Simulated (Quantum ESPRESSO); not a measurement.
# Magnetic state of CaMn2Ge2 from several starts, part 2 of 2

Aim: find out which collinear order of CaMn2Ge2 costs least.

Quantum ESPRESSO 7.5; PBEsol; plane waves with GBRV 1.5 PBEsol potentials, no spin-orbit coupling.

So far, absolute magnetization (μB): step 2 (run 1, typed as ferro ++) 6.23.

## 3. Run 2, typed as antiferro +−

pw.in

```
&CONTROL
  calculation = 'scf'
  prefix = 'pwscf'
  outdir = './tmp'
  pseudo_dir = './pseudo'
  disk_io = 'nowf'
/
&SYSTEM
  ibrav = 0
  celldm(1) = 8
  nat = 5
  ntyp = 4
  ecutwfc = 40
  ecutrho = 280
  nbnd = 44
  occupations = 'smearing'
  smearing = 'fd'
  degauss = 0.00367493
  nspin = 2
  starting_magnetization(1) = 0
  starting_magnetization(2) = 0.2333
  starting_magnetization(3) = -0.2333
  starting_magnetization(4) = 0
/
&ELECTRONS
  conv_thr = 1d-08
  electron_maxstep = 150
  mixing_beta = 0.3
/
ATOMIC_SPECIES
Ca     40.0780 ca_pbesol_v1.uspp.F.UPF
Mn1    54.9380 mn_pbesol_v1.5.uspp.F.UPF
Mn2    54.9380 mn_pbesol_v1.5.uspp.F.UPF
Ge     72.6300 ge_pbesol_v1.4.uspp.F.UPF
CELL_PARAMETERS alat
  -0.4925098712306    0.4925098712306    1.2850137647455
   0.4925098712306   -0.4925098712306    1.2850137647455
   0.4925098712306    0.4925098712306   -1.2850137647455
ATOMIC_POSITIONS crystal
Ca      0.0000000000    0.0000000000    0.0000000000
Mn1     0.7500000000    0.2500000000    0.5000000000
Mn2     0.2500000000    0.7500000000    0.5000000000
Ge      0.3810000000    0.3810000000    0.0000000000
Ge      0.6190000000    0.6190000000    0.0000000000
K_POINTS automatic
10 10 10 0 0 0
```

Command:

```console
OMP_NUM_THREADS=1 mpirun -n 4 pw.x -nk 4 -in pw.in > pw.out
```

What it wrote:

```text
[banner, memory and clock lines left out]
Program PWSCF v.7.5 starts

     Message from routine setup:
     using ibrav=0 with symmetry is DISCOURAGED, use correct ibrav instead

     bravais-lattice index     =            0
     lattice parameter (alat)  =       8.0000  a.u.
     unit-cell volume          =     638.3629 (a.u.)^3
     number of atoms/cell      =            5
     number of atomic types    =            4
     number of electrons       =        68.00
     number of Kohn-Sham states=           44
     kinetic-energy cutoff     =      40.0000  Ry
     charge density cutoff     =     280.0000  Ry
     scf convergence threshold =      1.0E-08
     mixing beta               =       0.3000
     number of iterations used =            8  plain     mixing
     Exchange-correlation= SLA  PW   PSX  PSC
                           (   1   4  10   8   0   0   0)

     celldm(1)=   8.000000  celldm(2)=   0.000000  celldm(3)=   0.000000
     celldm(4)=   0.000000  celldm(5)=   0.000000  celldm(6)=   0.000000

     crystal axes: (cart. coord. in units of alat)
               a(1) = (  -0.492510   0.492510   1.285014 )
               a(2) = (   0.492510  -0.492510   1.285014 )
               a(3) = (   0.492510   0.492510  -1.285014 )

     reciprocal axes: (cart. coord. in units 2 pi/alat)
               b(1) = ( -0.000000  1.015208  0.389101 )
               b(2) = (  1.015208 -0.000000  0.389101 )
               b(3) = (  1.015208  1.015208  0.000000 )

     PseudoPot. # 1 for Ca read from file:
     ca_pbesol_v1.uspp.F.UPF
     Pseudo is Ultrasoft + core correction, Zval = 10.0

     PseudoPot. # 2 for Mn read from file:
     mn_pbesol_v1.5.uspp.F.UPF
     Pseudo is Ultrasoft + core correction, Zval = 15.0

     PseudoPot. # 3 for Mn read from file:
     mn_pbesol_v1.5.uspp.F.UPF
     Pseudo is Ultrasoft + core correction, Zval = 15.0

     PseudoPot. # 4 for Ge read from file:
     ge_pbesol_v1.4.uspp.F.UPF
     Pseudo is Ultrasoft + core correction, Zval = 14.0

     atomic species   valence    mass     pseudopotential
     Ca               10.00    40.07800     Ca( 1.00)
     Mn1              15.00    54.93800     Mn( 1.00)
     Mn2              15.00    54.93800     Mn( 1.00)
     Ge               14.00    72.63000     Ge( 1.00)

     Starting magnetic structure
     atomic species   magnetization
     Ca              0.000
     Mn1             0.233
     Mn2            -0.233
     Ge              0.000

      8 Sym. Ops. (no inversion) found

   Cartesian axes

     site n.     atom                  positions (alat units)
         1        Ca     tau(   1) = (   0.0000000   0.0000000   0.0000000  )
         2        Mn1    tau(   2) = (   0.0000000   0.4925099   0.6425069  )
         3        Mn2    tau(   3) = (   0.4925099  -0.0000000   0.6425069  )
         4        Ge     tau(   4) = (  -0.0000000   0.0000000   0.9791805  )
         5        Ge     tau(   5) = (   0.0000000   0.0000000   1.5908470  )

     number of k points=   102  Fermi-Dirac smearing, width (Ry)=  0.0037

     Number of k-points >= 100: set verbosity='high' to print them.

     Dense  grid:    50335 G-vectors     FFT dimensions: (  64,  64,  64)

     Smooth grid:    21857 G-vectors     FFT dimensions: (  48,  48,  48)

     Check: negative core charge=   -0.000029
     Generating pointlists ...
     new r_m :   0.3138 (alat units)  2.5103 (a.u.) for type    1
     new r_m :   0.2461 (alat units)  1.9687 (a.u.) for type    2
     new r_m :   0.2461 (alat units)  1.9687 (a.u.) for type    3
     new r_m :   0.2461 (alat units)  1.9687 (a.u.) for type    4

     Initial potential from superposition of free atoms

     starting charge      66.9930, renormalised to      68.0000
     Starting wfcs are   54 randomized atomic wfcs

     Self-consistent Calculation

     iteration #  1     ecut=    40.00 Ry     beta= 0.30
     Davidson diagonalization with overlap
     ethr =  1.00E-02,  avg # of iterations =  2.0

     total energy              =    -923.40897914 Ry
     estimated scf accuracy    <       0.73868095 Ry

     total magnetization       =     0.00 Bohr mag/cell
     absolute magnetization    =     6.50 Bohr mag/cell

     iteration #  2     ecut=    40.00 Ry     beta= 0.30
     Davidson diagonalization with overlap
     ethr =  1.09E-03,  avg # of iterations =  2.0

     total energy              =    -923.43487360 Ry
     estimated scf accuracy    <       0.30892980 Ry

     total magnetization       =    -0.00 Bohr mag/cell
     absolute magnetization    =     6.55 Bohr mag/cell

     [... further iterations left out ...]

     iteration # 14     ecut=    40.00 Ry     beta= 0.30
     Davidson diagonalization with overlap
     ethr =  6.57E-10,  avg # of iterations =  2.2

     total energy              =    -923.49855171 Ry
     estimated scf accuracy    <       0.00000002 Ry

     total magnetization       =     0.00 Bohr mag/cell
     absolute magnetization    =     7.09 Bohr mag/cell

     iteration # 15     ecut=    40.00 Ry     beta= 0.30
     Davidson diagonalization with overlap
     ethr =  2.83E-11,  avg # of iterations =  2.4

     Magnetic moment per site  (integrated on atomic sphere of radius R)
     atom   1 (R=0.314)  charge=  8.5681  magn=  0.0000
     atom   2 (R=0.246)  charge= 13.2392  magn=  3.1245
     atom   3 (R=0.246)  charge= 13.2392  magn= -3.1245
     atom   4 (R=0.246)  charge= 12.0368  magn= -0.0000
     atom   5 (R=0.246)  charge= 12.0368  magn= -0.0000

     End of self-consistent calculation

     Number of k-points >= 100: set verbosity='high' to print the bands.

     the Fermi energy is    10.9492 ev

!    total energy              =    -923.49855172 Ry
     estimated scf accuracy    <          3.0E-09 Ry
     smearing contrib. (-TS)   =      -0.00154822 Ry
     internal energy E=F+TS    =    -923.49700350 Ry

     The total energy is F=E-TS. E is the sum of the following terms:
     one-electron contribution =    -554.13742225 Ry
     hartree contribution      =     317.79581072 Ry
     xc contribution           =    -179.78457778 Ry
     ewald contribution        =    -507.37081418 Ry

     total magnetization       =     0.00 Bohr mag/cell
     absolute magnetization    =     7.09 Bohr mag/cell

     convergence has been achieved in  15 iterations
```

The job ended after 4.5 min (4 MPI ranks of Arm Neoverse V1, shared host; peak memory 0.94 GiB; 18 min of CPU time).

Spin moment in the atom's sphere by atom:

```csv
atom,spin moment in the atom's sphere (μB)
Ca1,0.00
Mn2,3.12
Mn3,-3.12
Ge4,0.00
Ge5,0.00
```

Read from the output:

- smearing term TS: 0.02106 eV
- magnetization: 0 μB
- absolute magnetization: 7.088 μB
- final state: antiferromagnetic

## 4. Run 3, typed as no spin polarisation

pw.in

```
&CONTROL
  calculation = 'scf'
  prefix = 'pwscf'
  outdir = './tmp'
  pseudo_dir = './pseudo'
  disk_io = 'nowf'
/
&SYSTEM
  ibrav = 0
  celldm(1) = 8
  nat = 5
  ntyp = 3
  ecutwfc = 40
  ecutrho = 280
  nbnd = 44
  occupations = 'smearing'
  smearing = 'fd'
  degauss = 0.00367493
/
&ELECTRONS
  conv_thr = 1d-08
  electron_maxstep = 150
  mixing_beta = 0.3
/
ATOMIC_SPECIES
Ca     40.0780 ca_pbesol_v1.uspp.F.UPF
Mn     54.9380 mn_pbesol_v1.5.uspp.F.UPF
Ge     72.6300 ge_pbesol_v1.4.uspp.F.UPF
CELL_PARAMETERS alat
  -0.4925098712306    0.4925098712306    1.2850137647455
   0.4925098712306   -0.4925098712306    1.2850137647455
   0.4925098712306    0.4925098712306   -1.2850137647455
ATOMIC_POSITIONS crystal
Ca      0.0000000000    0.0000000000    0.0000000000
Mn      0.7500000000    0.2500000000    0.5000000000
Mn      0.2500000000    0.7500000000    0.5000000000
Ge      0.3810000000    0.3810000000    0.0000000000
Ge      0.6190000000    0.6190000000    0.0000000000
K_POINTS automatic
10 10 10 0 0 0
```

What it wrote:

```text
     [... lines left out ...]
Program PWSCF v.7.5 starts
     [... lines left out ...]
     number of atoms/cell      =            5
     [... lines left out ...]
     number of electrons       =        68.00
     number of Kohn-Sham states=           44
     kinetic-energy cutoff     =      40.0000  Ry
     charge density cutoff     =     280.0000  Ry
     scf convergence threshold =      1.0E-08
     [... lines left out ...]
     16 Sym. Ops., with inversion, found
     [... lines left out ...]
     number of k points=   102  Fermi-Dirac smearing, width (Ry)=  0.0037
     [... lines left out ...]
     iteration # 11     ecut=    40.00 Ry     beta= 0.30
     [... lines left out ...]
     the Fermi energy is    10.5607 ev
!    total energy              =    -923.39319837 Ry
     estimated scf accuracy    <          3.5E-09 Ry
     smearing contrib. (-TS)   =      -0.00594406 Ry
     [... lines left out ...]
     convergence has been achieved in  11 iterations
```

Run time: 1.7 min. Hardware: 4 MPI ranks; peak memory 0.66 GiB.

Numbers from this step:

```yaml
smearing_term_ts: 0.08087 eV
final_state: non-magnetic (no spin polarisation)
```

## 5. Ranking

An order is kept where moments of 0.15 μB or more survive with the typed signs; meshes match where a doubled cell samples the same k points as the first cell.

Orders:

```csv
start,final state,typed order kept,energy over the lowest (meV a seeded atom),largest site moment (μB),net moment (μB a cell of the first run),mesh matched,CPU time (s)
ferro ++,ferromagnetic,yes,143,2.717,5.294,yes,1107
antiferro +-,antiferromagnetic,yes,0,3.125,0,yes,1071
no spin polarisation,non-magnetic,-,716.7,0,0,yes,407.3
```

## 6. Summary of results

```yaml
lowest_state_found: antiferromagnetic (from antiferro +-)
largest_site_moment: 3.12 μB
next_state_with_moments: ferromagnetic, 143 meV a seeded atom higher
state_without_moments: 717 meV a seeded atom higher
```

In words: This is the lowest of 3 collinear or spinless starts, no proof of the ground state.

[Logs and program files are shortened in this print: banners, set-up blocks, solver, clock and traceback lines can be left out without a mark of their own.]

[Logs are printed without paths, hosts, clocks, repeated set-up lines and the standing remarks that a program may print on its own settings, such as how far it seeks lower states.]

[Hosts, paths, dates, database ids (printed as entryN), source tags and the programs' standing remarks are cut or masked in the printed files.]

[Where a cell is said to come from a database of computed structures, the database is the Materials Project.]
